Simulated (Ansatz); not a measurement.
## Work function of Al(100): what the settings cost and change

Aim: the work function of Al(100) across levels of theory at one geometry.

Method: plane-wave DFT, PBE, Ansatz PAW, in the first sound run; inputs show where later runs differ, in Ansatz 0.2.0.

Experimental background.

For Al (clean (100) face, a compiled value), “Properties of real metallic surfaces: Effects of density functional semilocality and van der Waals nonlocality” (2017, arxiv:1702.08515) quotes earlier work: work function (clean (100) face, a compiled value) 4.32 eV.

Report form: the programs' logs are mostly left out.

### 1. The starting structure

The cell holds 7 atoms: 7 Al. Its edges and angles: a = 2.864 Å, b = 2.864 Å, c = 30.150 Å, α = 90.0°, β = 90.0°, γ = 90.0°. Vacuum lies along c.

### 2. Run, setting PBE, Ansatz PAW (420 eV)

A work function rests on the faint tail of the density, so the SCF threshold is tight. PBE on the default files comes first; the next runs keep the geometry and change functional or files, each at the cutoff that its files recommend; a relaxation and, for heavy metals, spin-orbit coupling close the ladder.

Input file input.yaml:

```yaml
crystal:
  lattice:
    - [2.8637824638, 0.0, 0.0]
    - [0.0, 2.8637824638, 0.0]
    - [0.0, 0.0, 30.15]
  atoms:
    - { symbol: Al, position: [0.0, 0.0, 0.2985074627] }
    - { symbol: Al, position: [0.5, 0.5, 0.3656716418] }
    - { symbol: Al, position: [0.0, 0.0, 0.4328358209] }
    - { symbol: Al, position: [0.5, 0.5, 0.5] }
    - { symbol: Al, position: [0.0, 0.0, 0.5671641791] }
    - { symbol: Al, position: [0.5, 0.5, 0.6343283582] }
    - { symbol: Al, position: [0.0, 0.0, 0.7014925373] }
kpoints:
  mp_grid: { grid: [14, 14, 1] }
hamiltonian:
  xc: pbe
scf:
  occupations: { method: fermi_dirac, width: 0.1 }
  convergence: { dr2_threshold: 1.0e-09 }
efield:
  axis: 3
  dipole_correction: true
  ramp_position: 0.97
  ramp_width: 0.06
output:
  write_potential: true
  write_density: true
  volumetric_format: npy
  elf: true
```

Command:

```
> ansatz run input.yaml --threads 2 --pin off --max-ram 3072MiB --backend cpu --events-out ev --progress --plain --runs-dir out
```

Elapsed: 19 s, on 2 threads of AMD EPYC 7R43, shared host; peak memory 0.53 GiB; 28 s of CPU time.

Numbers from this step:

* energy at zero smearing: -3761.5250 eV
* work function, upper face: 4.245 eV

Running mean over 2.025 Å of the planar mean; the ramp of the sawtooth is left out. The electron's electrostatic potential energy less the Fermi level by z:

```
z (Å)  electron's electrostatic potential energy less the Fermi level (eV)
    4                                                                 4.24
    5                                                                 4.24
    6                                                                 4.18
    7                                                                 3.47
    8                                                               -0.517
    9                                                                -4.17
   10                                                                -4.58
   11                                                                -4.63
   12                                                                -4.63
   13                                                                -4.61
   14                                                                -4.60
   15                                                                -4.59
   16                                                                -4.60
   17                                                                -4.60
   18                                                                -4.63
   19                                                                -4.63
   20                                                                -4.59
   21                                                                -4.33
   22                                                                -1.24
   23                                                                 3.13
   24                                                                 4.15
   25                                                                 4.24
   26                                                                 4.24
```

ELF in the ca plane at fractional y = 0.000, with atoms of Al within 0.2 Å of it. It is the smooth field of the valence electrons, not physical close to the nuclei.

Ten even steps from '0' (0.00) to '9' (0.81), each cell a mean:
```
54334651103653235511126533355212399852000000
65545675236754456753367544566544899641000000
76666677777766667777777666667789997521000000
77776677777777777777777677777789986420000000
77766677777776677777777667777789987420000000
66555676567765556775577655667767998631000000
65434662014653346630146543456311599742000000
54323541212643235512215532354134299852000000
```
Columns run along c (16.0 Å, from fractional 0.34 to 0.87 of the cell), rows up along a (2.9 Å). Atoms in or near the plane, at fractional coordinates: Al at (0.43, 0.00), Al at (0.57, 0.00), Al at (0.70, 0.00).

Valence density in the ca plane at fractional y = 0.000, with atoms of Al within 0.2 Å of it. It is the smooth field of the valence electrons, not physical close to the nuclei.

Values in e/Å³, 5 rows by 16 columns, each cell a mean:
```
0.16 0.14 0.16 0.13 0.17 0.14 0.17 0.12 0.17 0.14 0.17 0.12 0.10 0.01 0.00 0.00
0.18 0.18 0.20 0.21 0.18 0.18 0.20 0.21 0.18 0.18 0.20 0.20 0.08 0.01 0.00 0.00
0.19 0.19 0.19 0.20 0.19 0.19 0.19 0.20 0.19 0.20 0.19 0.19 0.07 0.01 0.00 0.00
0.18 0.16 0.20 0.19 0.18 0.16 0.20 0.19 0.18 0.16 0.20 0.18 0.09 0.01 0.00 0.00
0.16 0.14 0.15 0.11 0.16 0.13 0.16 0.10 0.17 0.13 0.16 0.09 0.10 0.01 0.00 0.00
```
Columns run along c (16.0 Å, from fractional 0.34 to 0.87 of the cell), rows up along a (2.9 Å). Atoms in or near the plane, at fractional coordinates: Al at (0.43, 0.00), Al at (0.57, 0.00), Al at (0.70, 0.00).

Electrostatic potential energy in the ca plane at fractional y = 0.000, with atoms of Al within 0.2 Å of it. With pseudopotentials it is smooth inside the atoms' cores, unlike the true potential.

Values in eV, 5 rows by 16 columns, each cell a mean:
```
  1   3 -11 -12   0   3 -10 -12  -1   3  -9 -12  -2   5   6   6
  2   2  -3  -6   2   2  -2  -7   1   2  -2  -7   3   5   6   6
  2   1   1   0   2   1   2   0   2   1   2   0   4   6   6   6
  1   2  -6 -11   1   2  -5 -11   1   2  -5 -12   2   5   6   6
  0   3 -11 -10  -1   3 -10 -10  -2   3 -10  -9  -3   5   6   6
```
Columns run along c (16.0 Å, from fractional 0.34 to 0.87 of the cell; values clipped at the 3rd and 97th percentile), rows up along a (2.9 Å). Atoms in or near the plane, at fractional coordinates: Al at (0.43, 0.00), Al at (0.57, 0.00), Al at (0.70, 0.00).

The work function is 4.245 eV.

### 3. Run

This step: plane-wave DFT, LDA, Ansatz PAW (Ansatz 0.2.0).

input.yaml: that of step 2 with these lines changed.

```diff
@@ -16,3 +16,3 @@
 hamiltonian:
-  xc: pbe
+  xc: lda
 scf:
@@ -29,2 +29 @@
   volumetric_format: npy
-  elf: true
```

Run time: 18 s. Hardware: 2 threads; peak memory 0.5 GiB; 28 s of CPU time.

The work function is 4.389 eV, +0.145 eV from the run “PBE, Ansatz PAW (420 eV)”, at 1.0 times its CPU time.

### 4. Run

This step: plane-wave DFT, PBEsol, Ansatz PAW (Ansatz 0.2.0).

input.yaml: that of step 3 with these lines changed.

```diff
@@ -16,3 +16,3 @@
 hamiltonian:
-  xc: lda
+  xc: pbesol
 scf:
```

Elapsed: 17 s, on 2 threads; peak memory 0.53 GiB.

The work function is 4.294 eV, +0.049 eV from the run “PBE, Ansatz PAW (420 eV)”, at 0.97 times its CPU time.

### 5. Run

This step: plane-wave DFT, RPBE, Ansatz PAW (Ansatz 0.2.0).

input.yaml: that of step 4 with these lines changed.

```diff
@@ -16,3 +16,3 @@
 hamiltonian:
-  xc: pbesol
+  xc: rpbe
 scf:
```

Wall time 17 s (2 threads); peak memory 0.53 GiB; 27 s of CPU time.

The work function is 4.183 eV, -0.062 eV from the run “PBE, Ansatz PAW (420 eV)”, at 0.98 times its CPU time.

### 6. Run

This step: plane-wave DFT, r2SCAN, Ansatz PAW (Ansatz 0.2.0).

input.yaml: that of step 5 with these lines changed.

```diff
@@ -16,3 +16,3 @@
 hamiltonian:
-  xc: rpbe
+  xc: r2scan
 scf:
```

The job ended after 37 s (2 threads; peak memory 0.93 GiB).

The work function is 4.335 eV, +0.090 eV from the run “PBE, Ansatz PAW (420 eV)”, at 2.4 times its CPU time.

### 7. Slab

This step: plane-wave DFT, PBE, JTH PAW (Ansatz 0.2.0).

input.yaml: that of step 6 with these lines changed.

```diff
@@ -16,3 +16,4 @@
 hamiltonian:
-  xc: r2scan
+  xc: pbe
+  pseudopotentials: { kind: paw, source: jth }
 scf:
```

Elapsed: 42 s, on 2 threads; peak memory 0.67 GiB; 55 s of CPU time.

The work function is 4.248 eV, +0.004 eV from the run “PBE, Ansatz PAW (420 eV)”, at 1.9 times its CPU time.

### 8. Slab

This step: plane-wave DFT, PBE, norm-conserving (Ansatz 0.2.0).

input.yaml: that of step 7 with these lines changed.

```diff
@@ -17,3 +17,3 @@
   xc: pbe
-  pseudopotentials: { kind: paw, source: jth }
+  pseudopotentials: { kind: nc }
 scf:
```

Elapsed: 32 s, on 2 threads; peak memory 0.53 GiB; 45 s of CPU time.

The work function is 4.248 eV, +0.004 eV from the run “PBE, Ansatz PAW (420 eV)”, at 1.6 times its CPU time.

### 9. Run

This step: plane-wave DFT, LDA, norm-conserving (Ansatz 0.2.0).

input.yaml: that of step 8 with these lines changed.

```diff
@@ -16,3 +16,3 @@
 hamiltonian:
-  xc: pbe
+  xc: lda
   pseudopotentials: { kind: nc }
```

The job ended after 36 s (2 threads; peak memory 0.6 GiB; 52 s of CPU time).

The work function is 4.394 eV, +0.149 eV from the run “PBE, Ansatz PAW (420 eV)”, at 1.8 times its CPU time.

### 10. Slab, setting PBE, all layers relaxed

This step: plane-wave DFT, PBE, Ansatz PAW (Ansatz 0.2.0).

input.yaml: that of step 9 with these lines changed.

```diff
@@ -16,4 +16,3 @@
 hamiltonian:
-  xc: lda
-  pseudopotentials: { kind: nc }
+  xc: pbe
 scf:
@@ -26,2 +25,5 @@
   ramp_width: 0.06
+relax:
+  f_tol: 0.01
+  max_steps: 40
 output:
```

Run time: 30 s. Hardware: 2 threads; peak memory 0.54 GiB; 44 s of CPU time.

The relaxation took 3 steps and lowered the energy by 0.0033 eV; the largest force on the free atoms ends at 8.4e-4 eV/Å.

The work function is 4.243 eV, -0.002 eV from the run “PBE, Ansatz PAW (420 eV)”, at 1.6 times its CPU time.

### 11. Comparing the runs

Times are for 2 threads of AMD EPYC 7R43, shared host. The series side by side:

```
no.                        setting  work function, upper face (eV)  time  memory (GiB)
  1       PBE, Ansatz PAW (420 eV)                           4.245  19 s          0.53
  2       LDA, Ansatz PAW (420 eV)                           4.389  18 s           0.5
  3    PBEsol, Ansatz PAW (420 eV)                           4.294  17 s          0.53
  4      RPBE, Ansatz PAW (420 eV)                           4.183  17 s          0.53
  5    r2SCAN, Ansatz PAW (500 eV)                           4.335  37 s          0.93
  6          PBE, JTH PAW (570 eV)                           4.248  42 s          0.67
  7  PBE, norm-conserving (544 eV)                           4.248  32 s          0.53
  8  LDA, norm-conserving (599 eV)                           4.394  36 s           0.6
  9        PBE, all layers relaxed                           4.243  30 s          0.54
```

### 12. A changed input

An input spoilt on purpose, to show how the run answers: it repeats the earlier run “PBE, Ansatz PAW (420 eV)” with efield.amplitude to 1.5, and scf.max_iter set to 50; its output block differs too.

input.yaml: that of step 10 with these lines changed.

```diff
@@ -20,2 +20,3 @@
   convergence: { dr2_threshold: 1.0e-09 }
+  max_iter: 50
 efield:
@@ -25,5 +26,3 @@
   ramp_width: 0.06
-relax:
-  f_tol: 0.01
-  max_steps: 40
+  amplitude: 1.5
 output:
```

Run time: 32 s. Hardware: 2 threads; peak memory 0.48 GiB.

In so strong a field the program warns of density in the ramp of the sawtooth; these numbers are not the system's.

### 13. Results

```
work function, PBE, Ansatz PAW (420 eV)      : 4.245 eV
work function, LDA, Ansatz PAW (420 eV)      : 4.389 eV
work function, RPBE, Ansatz PAW (420 eV)     : 4.183 eV
work function, r2SCAN, Ansatz PAW (500 eV)   : 4.335 eV
work function, LDA, norm-conserving (599 eV) : 4.394 eV
work function, PBE, all layers relaxed       : 4.243 eV
```

What this shows: PBE on the default files gives 4.24 eV, and the settings tried spread the value from 4.18 to 4.39 eV. At one geometry LDA lies 0.14 eV above PBE. The choice of pseudopotentials moves the PBE value by 0.004 eV. Relaxing the layers changes it by -0.002 eV. The ladder's slabs use the tabulated experimental lattice constant (two decimals; a low-temperature value for the alkali metals).

Computed beside measured:

| quantity | measured | PBE, Ansatz PAW (420 eV) | LDA, Ansatz PAW (420 eV) | PBEsol, Ansatz PAW (420 eV) | RPBE, Ansatz PAW (420 eV) | r2SCAN, Ansatz PAW (500 eV) | LDA, norm-conserving (599 eV) | PBE, all layers relaxed |
| --- | --- | --- | --- | --- | --- | --- | --- | --- |
| work function (clean (100) face, a compiled value) (eV) | 4.32 | 4.24 (-0.08 eV) | 4.39 (+0.07 eV) | 4.29 (-0.03 eV) | 4.18 (-0.14 eV) | 4.33 (+0.01 eV) | 4.39 (+0.07 eV) | 4.24 (-0.08 eV) |

Measured values from arxiv:1702.08515 (2017).

**Verdict.** For the work function, of the levels listed nearest comes r2SCAN, Ansatz PAW (500 eV) (+0.01 eV, good agreement) and farthest RPBE, Ansatz PAW (420 eV) (-0.14 eV, fair agreement). The grades are ours: good and fair within 3 and 7 % for the work function.

[Logs are printed without paths, hosts, clocks, repeated set-up lines and the standing remarks that a program may print on its own settings, such as how far it seeks lower states.]

[Hosts, paths, dates, database ids (printed as entryN), source tags and the programs' standing remarks are cut or masked in the printed files.]

[Maps of the electrostatic potential energy from Ansatz leave out the sawtooth potential of an applied field or a dipole correction, so their vacuum need not be flat; planar profiles and work functions include it.]
